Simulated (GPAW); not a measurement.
**Polymorphs of ZnS told apart by optics**

Method, alike for all: GPAW, PBE, RPA, without spin-orbit coupling, line width 0.2 eV (Lorentzian).

Structure 1:

It takes space group F-43m (No. 216, cubic). Conventional cell: a = 5.404 Å, b = 5.404 Å, c = 5.404 Å, α = 90.00°, β = 90.00°, γ = 90.00°. Zn on site c has 4 S at 2.34 Å as nearest neighbours. S on site a is surrounded by 4 Zn at 2.34 Å.

Structure 2:

It takes space group P6_3mc (No. 186, hexagonal). Conventional cell: a = 3.811 Å, b = 3.811 Å, c = 6.234 Å, α = 90.00°, β = 90.00°, γ = 120.00°. Around Zn on site b lie 4 S at 2.31 to 2.40 Å. Around S on site b lie 4 Zn at 2.31 to 2.40 Å.

Spectrum A:

| E (eV) | Im ε |
| --- | --- |
| 0.00 | 0.00 |
| 0.25 | 0.01 |
| 0.50 | 0.03 |
| 0.75 | 0.05 |
| 1.00 | 0.07 |
| 1.25 | 0.09 |
| 1.50 | 0.12 |
| 1.75 | 0.17 |
| 2.00 | 0.27 |
| 2.25 | 0.49 |
| 2.50 | 0.58 |
| 2.75 | 1.03 |
| 3.00 | 1.10 |
| 3.25 | 1.56 |
| 3.50 | 1.59 |
| 3.75 | 2.24 |
| 4.00 | 2.91 |
| 4.25 | 3.51 |
| 4.50 | 4.77 |
| 4.75 | 5.22 |
| 5.00 | 6.36 |
| 5.25 | 8.36 |
| 5.50 | 7.67 |
| 5.75 | 8.35 |
| 6.00 | 7.65 |
| 6.25 | 6.88 |
| 6.50 | 7.07 |
| 6.75 | 6.78 |
| 7.00 | 6.87 |
| 7.25 | 6.33 |
| 7.50 | 5.88 |
| 7.75 | 5.28 |
| 8.00 | 4.94 |
| 8.25 | 4.83 |
| 8.50 | 4.62 |
| 8.75 | 4.27 |
| 9.00 | 3.80 |
| 9.25 | 3.26 |
| 9.50 | 3.03 |
| 9.75 | 3.07 |
| 10.00 | 3.11 |
| 10.25 | 2.88 |
| 10.50 | 2.81 |
| 10.75 | 2.54 |
| 11.00 | 2.34 |
| 11.25 | 2.18 |
| 11.50 | 2.03 |
| 11.75 | 1.80 |
| 12.00 | 1.64 |

Spectrum B:

(E (eV), Im ε): (0.00, 0.00), (0.50, 0.03), (1.00, 0.07), (1.50, 0.14), (2.00, 0.37), (2.50, 1.00), (3.00, 1.40), (3.50, 1.92), (4.00, 3.60), (4.50, 5.50), (5.00, 5.14), (5.50, 6.20), (6.00, 9.86), (6.50, 7.29), (7.00, 5.55), (7.50, 5.67), (8.00, 5.44), (8.50, 4.48), (9.00, 4.03), (9.50, 2.90), (10.00, 2.37), (10.50, 2.43), (11.00, 2.07), (11.50, 1.83), (12.00, 1.61)

Question: Which spectrum belongs to which structure?

Answer: B is structure 1 (F-43m, 19.7 Å³ an atom): ε∞ = 5.60 along the first axis, strongest peak along the first axis at 6.16 eV. A is structure 2 (P6_3mc, 19.6 Å³ an atom): ε∞ = 5.50 along the first axis, strongest peak along the first axis at 5.81 eV.
